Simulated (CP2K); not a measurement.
Consider vinylacetylene at its PBE geometry (Å).

```xyz
8

C    -1.1541    0.7545    0.5569
C    -0.5899   -0.3261   -0.0132
C     0.7865   -0.4311   -0.3457
C     1.9592   -0.5539   -0.6431
H    -0.5687    1.6401    0.8013
H    -2.2182    0.7686    0.7862
H    -1.2082   -1.1976   -0.2457
H     2.9933   -0.6544   -0.8968
```

Method: CP2K XAS_TDP, all-electron GAPW, PBEh(45%), aug-cc-pVDZ, TDA, GW2X-corrected core level, no relativity.

Question: Predict the bright core excitations at the C K edge.

Leading lines: C1 286.49 eV, C2 287.32 eV, C3 287.67 eV and C4 287.29 eV. The leading line of an atom is its first one with 35 % of the strongest within 2.5 eV of its lowest line over the strength cut. Core ionisation energies at this level: C2 292.88, C3 292.28, C1 292.34 and C4 292.04 eV.

The first six lines of each atom with a strength over 0.0015:

```
                    atom  energy (eV)  states  strength, one atom  above the computed threshold
C1 (bonded to C and 2 H)       286.49       1              0.0505                              
                               290.32       1              0.0053                              
                               290.89       1              0.0162                              
                               291.49       1              0.0033                              
                               291.80       1              0.0030                              
                               292.04       1              0.0071                              
C2 (bonded to 2 C and H)       287.32       1              0.0434                              
                               290.64       1              0.0078                              
                               291.85       1              0.0053                              
                               292.32       1              0.0125                              
                               292.74       2              0.0021                              
                               293.19       1              0.0038                           yes
      C3 (bonded to 2 C)       287.67       1              0.0277                              
                               288.17       1              0.0510                              
                               290.82       2              0.0295                              
                               291.99       1              0.0019                              
                               293.92       1              0.0041                           yes
                               294.03       1              0.0039                           yes
  C4 (bonded to C and H)       287.29       1              0.0413                              
                               288.11       1              0.0462                              
                               290.31       1              0.0055                              
                               290.94       1              0.0048                              
                               291.37       1              0.0030                              
                               291.70       2              0.0020
```

Lines are vertical, at one geometry, with no vibrational structure. GW2X ionisation energies and lines can be off by 1 to 2 eV either way, and a good line position may hide errors that cancel. These values hold no scalar relativity, about 0.1 eV for C 1s. Rydberg lines, and the discretised continuum above threshold, depend on the basis and the box.

[Banner, clock and machine lines of the logs are left out without a mark of their own.]

[Logs are printed without paths, hosts, clocks, repeated set-up lines and the standing remarks that a program may print on its own settings, such as how far it seeks lower states.]

[Hosts, paths, dates, database ids (printed as entryN), source tags and the programs' standing remarks are cut or masked in the printed files.]
